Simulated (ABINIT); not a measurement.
## BN (Qingsongite): G0W0 with ABINIT, start to end

Wanted: ground state, empty states, screening and self-energy for BN (Qingsongite).

Calculated with ABINIT 10.8.3; PBE and many-body steps on it, plane waves.

## (1) Set-up

The structure is cubic, space group F-43m (No. 216). Conventional cell: a = 3.615 Å, b = 3.615 Å, c = 3.615 Å, α = 90.00°, β = 90.00°, γ = 90.00°. Nearest to B lie 4 N at 1.57 Å. Nearest to N lie 4 B at 1.57 Å. Farther neighbours and most contacts between anions are not listed.

The cell and positions come from the Crystallography Open Database and are kept as given unless a step says otherwise.

## (2) Ground state

This step: ABINIT 10.8.3; DFT, PBE, plane waves, norm-conserving pseudopotentials.

The ground-state density comes first.

run.abi reads:

```
acell 3*1.0 Angstrom
rprim 
  -0.000000000000 1.807500000000 1.807500000000
  1.807500000000 0.000000000000 1.807500000000
  1.807500000000 1.807500000000 -0.000000000000
ntypat 2
znucl 5 7
natom 2
typat 1 2
xred 
  0.000000000000 0.000000000000 0.000000000000
  0.250000000000 0.250000000000 0.250000000000
pp_dirpath "pseudos"
pseudos "B.upf, N.upf"
ecut 36
ngkpt 10 10 10
nshiftk 1
shiftk 0 0 0
kptopt 1
chksymbreak 0
nband 9
occopt 1
tolvrs 1e-10
nstep 60
prtwf 0
optforces 0
optstress 0
indata_prefix "in"
outdata_prefix "out"
tmpdata_prefix "tmp"
```

Launch:

```sh
> OMP_NUM_THREADS=1 mpirun -n 4 abinit run.abi > log
```

Numbers of over 12 decimals in the logs are rounded to 6 here.

The program printed:

```text
.Version 10.8.3 of ABINIT. v10.8.2 released Aug 2026.

 Symmetries : space group F-4 3 m (#216); Bravais cF (face-center cubic)
================================================================================
 Values of the parameters that define the memory need of the present run
     intxc =       0    ionmov =       0      iscf =       7    lmnmax =       4
     lnmax =       4     mgfft =      30  mpssoang =       2    mqgrid =    3001
     natom =       2  nloc_mem =       1    nspden =       1   nspinor =       1
    nsppol =       1      nsym =      24    n1xccc =    2501    ntypat =       2
    occopt =       1   xclevel =       2
-    mband =           9        mffmem =           1         mkmem =          12
       mpw =         845          nfft =       27000          nkpt =          47
================================================================================
  Rough estimation (10% accuracy) of disk space for files :
================================================================================

--------------------------------------------------------------------------------
------------- Echo of variables that govern the present computation ------------
--------------------------------------------------------------------------------
 -outvars: echo values of preprocessed input variables --------
            acell      1.8897261259E+00  1.8897261259E+00  1.8897261259E+00 Bohr

      chksymbreak           0
             ecut      3.60000000E+01 Hartree
-          fftalg         312

              ixc     -101130
              kpt      0.00000000E+00  0.00000000E+00  0.00000000E+00
                       1.00000000E-01  0.00000000E+00  0.00000000E+00
                       2.00000000E-01  0.00000000E+00  0.00000000E+00
                       3.00000000E-01  0.00000000E+00  0.00000000E+00
                       4.00000000E-01  0.00000000E+00  0.00000000E+00
                       5.00000000E-01  0.00000000E+00  0.00000000E+00
                       1.00000000E-01  1.00000000E-01  0.00000000E+00
                       2.00000000E-01  1.00000000E-01  0.00000000E+00
                       3.00000000E-01  1.00000000E-01  0.00000000E+00
   [... 36 further rows ...]
                      -3.00000000E-01  4.00000000E-01  2.00000000E-01
                      -3.00000000E-01  5.00000000E-01  2.00000000E-01
         kptrlatt       10    0    0      0   10    0      0    0   10
          kptrlen      4.83050094E+01
P           mkmem          12
            natom           2
            nband           9
            ngfft          30      30      30
             nkpt          47
            nstep          60
             nsym          24
           ntypat           2
              occ      2.000000  2.000000  2.000000  2.000000  0.000000  0.000000
[...]
optforces           0
        optstress           0
            prtwf           0
            rprim     -0.0000000000E+00  1.8075000000E+00  1.8075000000E+00
[...]
spgroup         216

           tolvrs      1.00000000E-10

             xred      0.0000000000E+00  0.0000000000E+00  0.0000000000E+00
[...]
znucl        5.00000    7.00000

================================================================================

 chkinp: Checking input parameters for consistency.

================================================================================
== DATASET  1 ==================================================================
-   mpi_nproc: 4, omp_nthreads: 1 (-1 if OMP is not activated)

--- !DatasetInfo
iteration_state: {dtset: 1, }
dimensions: {natom: 2, nkpt: 47, mband: 9, nsppol: 1, nspinor: 1, nspden: 1, mpw: 845, }
cutoff_energies: {ecut:  36.0, pawecutdg:  -1.0, }
electrons: {nelect:   8.00000000E+00, charge:   0.00000000E+00, occopt:   1.00000000E+00, tsmear:   1.00000000E-02, }

 Real(R)+Recip(G) space primitive vectors, cartesian coordinates (Bohr,Bohr^-1):
 R(1)=  0.0000000  3.4156800  3.4156800  G(1)= -0.1463837  0.1463837  0.1463837
 R(2)=  3.4156800  0.0000000  3.4156800  G(2)=  0.1463837 -0.1463837  0.1463837
 R(3)=  3.4156800  3.4156800  0.0000000  G(3)=  0.1463837  0.1463837 -0.1463837
 Unit cell volume ucvol=  7.9700586E+01 bohr^3
 Angles (23,13,12)=  6.00000000E+01  6.00000000E+01  6.00000000E+01 degrees

 getcut: wavevector=  0.0000  0.0000  0.0000  ngfft=  30  30  30
         ecut(hartree)=     36.000   => boxcut(ratio)=   2.30194

 getcut : COMMENT -
  Note that boxcut > 2.2 ; recall that boxcut=Gcut(box)/Gcut(sphere) = 2
  is sufficient for exact treatment of convolution.
  Such a large boxcut is a waste : you could raise ecut
  e.g. ecut=   47.690509 Hartrees makes boxcut=2

--- Pseudopotential description ------------------------------------------------
- B Generated using ONCVPSP code by D. R. Hamann
-  5.00000   3.00000  171031                  znucl, zion, pspdat
12 -101130 1 -1 1534                          pspcod,pspxc,lmax,lloc,mmax
     nproj     2     2
  pspatm : epsatm=    3.38844616
         --- l  ekb(1:nproj) -->
[...]
pspatm: atomic psp has been read  and splines computed

- N Generated using ONCVPSP code by D. R. Hamann
-  7.00000   5.00000  171031                  znucl, zion, pspdat
12 -101130 1 -1 1058                          pspcod,pspxc,lmax,lloc,mmax
     nproj     2     2
  pspatm : epsatm=    5.20977870
         --- l  ekb(1:nproj) -->
[...]
1   -4.293905   -1.006988
 pspatm: atomic psp has been read  and splines computed

   6.87857989E+01                                ecore*ucvol(ha*bohr**3)
--------------------------------------------------------------------------------

_setup2: Arith. and geom. avg. npw (full set) are     822.053     822.026

================================================================================

--- !BeginCycle
iteration_state: {dtset: 1, }
solver: {iscf: 7, nstep: 60, nline: 4, wfoptalg: 0, }
tolerances: {tolvrs: 1.00E-10, }

     iter   Etot(hartree)      deltaE(h)  residm     vres2
 ETOT  1  -13.353670328845    -1.335E+01 1.866E-01 1.447E+02
 ETOT  2  -13.373136893714    -1.947E-02 6.470E-03 1.104E+02
 ETOT  3  -13.402464776550    -2.933E-02 3.876E-03 1.734E-01
 ETOT  4  -13.402502334780    -3.756E-05 4.257E-03 1.682E-03
 ETOT  5  -13.402502505884    -1.711E-07 1.198E-03 3.940E-05
 ETOT  6  -13.402502511439    -5.556E-09 1.069E-03 2.572E-07
 ETOT  7  -13.402502511479    -3.944E-11 2.420E-04 2.030E-09
 ETOT  8  -13.402502511479    -1.421E-13 2.105E-04 5.379E-11

 At SCF step    8       vres2   =  5.38E-11 < tolvrs=  1.00E-10 =>converged.

--- !ResultsGS
iteration_state: {dtset: 1, }
comment   : Summary of ground state results
lattice_vectors:
- [ -0.0000000,   3.4156800,   3.4156800, ]
- [  3.4156800,   0.0000000,   3.4156800, ]
- [  3.4156800,   3.4156800,  -0.0000000, ]
lattice_lengths: [   4.83050,    4.83050,    4.83050, ]
lattice_angles: [ 60.000,  60.000,  60.000, ] # degrees, (23, 13, 12)
lattice_volume:   7.9700586E+01
convergence: {deltae: -1.421E-13, res2:  5.379E-11, residm:  2.105E-04, diffor:  0.000E+00, }
etotal    :  -1.34025025E+01
entropy   :   0.00000000E+00
fermie    :   3.02092262E-01
cartesian_stress_tensor: null
pressure_GPa: null
xred      :
- [  0.0000E+00,   0.0000E+00,   0.0000E+00,  B]
- [  2.5000E-01,   2.5000E-01,   2.5000E-01,  N]
cartesian_forces: null
force_length_stats: {min: null, max: null, mean: null, }

 Integrated electronic density in atomic spheres:
 ------------------------------------------------
 Atom  Sphere_radius  Integrated_density
    1        2.00000          3.32049900
    2        2.00000          5.75124674
================================================================================

 ----iterations are completed or convergence reached----

 Mean square residual over all n,k,spin=   10.187E-07; max=  21.054E-05
 reduced coordinates (array xred) for    2 atoms
       0.000000000000      0.000000000000      0.000000000000
       0.250000000000      0.250000000000      0.250000000000
 rms dE/dt=  0.0000E+00; max dE/dt=  0.0000E+00; dE/dt below (all hartree)
    1       0.000000000000      0.000000000000      0.000000000000
    2       0.000000000000      0.000000000000      0.000000000000

 cartesian coordinates (angstrom) at end:
    1      0.000000     0.000000     0.000000
    2      0.903750     0.903750     0.903750
 length scales=  1.889726125908  1.889726125908  1.889726125908 bohr
              =  1.000000000000  1.000000000000  1.000000000000 angstroms
 prteigrs : about to open file out_EIG
 Fermi (or HOMO) energy (hartree) =   0.30209   Average Vxc (hartree)=  -0.47450
 Eigenvalues (hartree) for nkpt=  47  k points:
 kpt#   1, nband=  9, wtk=  0.00100, kpt=  0.0000  0.0000  0.0000 (reduced coord)
  -0.44062    0.30209    0.30209    0.30209    0.62836    0.62836    0.62836    0.68304
   1.21148
 prteigrs : prtvol=0 or 1, do not print more k-points.

--- !EnergyTerms
iteration_state     : {dtset: 1, }
comment             : Components of total free energy in Hartree
kinetic             :  9.41230010599651E+00
hartree             :  1.79183179045680E+00
xc                  : -4.37198988812425E+00
Ewald energy        : -1.31703929426445E+01
psp_core            :  8.63052609504914E-01
local_psp           : -6.86018895556564E+00
non_local_psp       : -1.06711523110259E+00
total_energy        : -1.34025025114788E+01
total_energy_eV     : -3.64700672502579E+02
band_energy         :  1.04301569482718E-01

== END DATASET(S) ==============================================================
================================================================================

 -outvars: echo values of variables after computation  --------
           etotal     -1.3402502511E+01
            nband           9
             nkpt          47
          spgroup         216
 [... the other variables as echoed above ...]

 Calculation completed.
```

Run time: 3.2 s. Hardware: 4 MPI ranks of Intel Xeon 6975P-C (Granite Rapids), shared host; peak memory 0.28 GiB; 12 s of CPU time.

This step gave:

```yaml
total_energy: -364.7007 eV
gap: 4.535 eV
k_of_the_valence_top: 0, 0, 0
k_of_the_conduction_bottom: 0.5, 0.5, 0
least_direct_gap: 8.878 eV
```

The gap is indirect, with the least direct gap 4.34 eV higher.

[end of part 1 of 3]

[Paths, hosts, dates, memory and timing lines, banners, echoed tables and standing remarks are left out of the program output.]

[Logs are printed without paths, hosts, clocks, repeated set-up lines and the standing remarks that a program may print on its own settings, such as how far it seeks lower states.]

[Runs of the session that timed out or met a known fault of the program may be left out.]

[Hosts, paths, dates, database ids (printed as entryN), source tags and the programs' standing remarks are cut or masked in the printed files.]

[G0W0 gaps are taken among the corrected bands and points alone; a level outside them can change the order at an edge.]

[Where Ansatz stands beside ABINIT at settings called matched, ABINIT's density can come from a denser mesh and the files from another edition; pairs whose starting gaps differed by over 0.03 eV were left out, so agreement reads better than it is.]
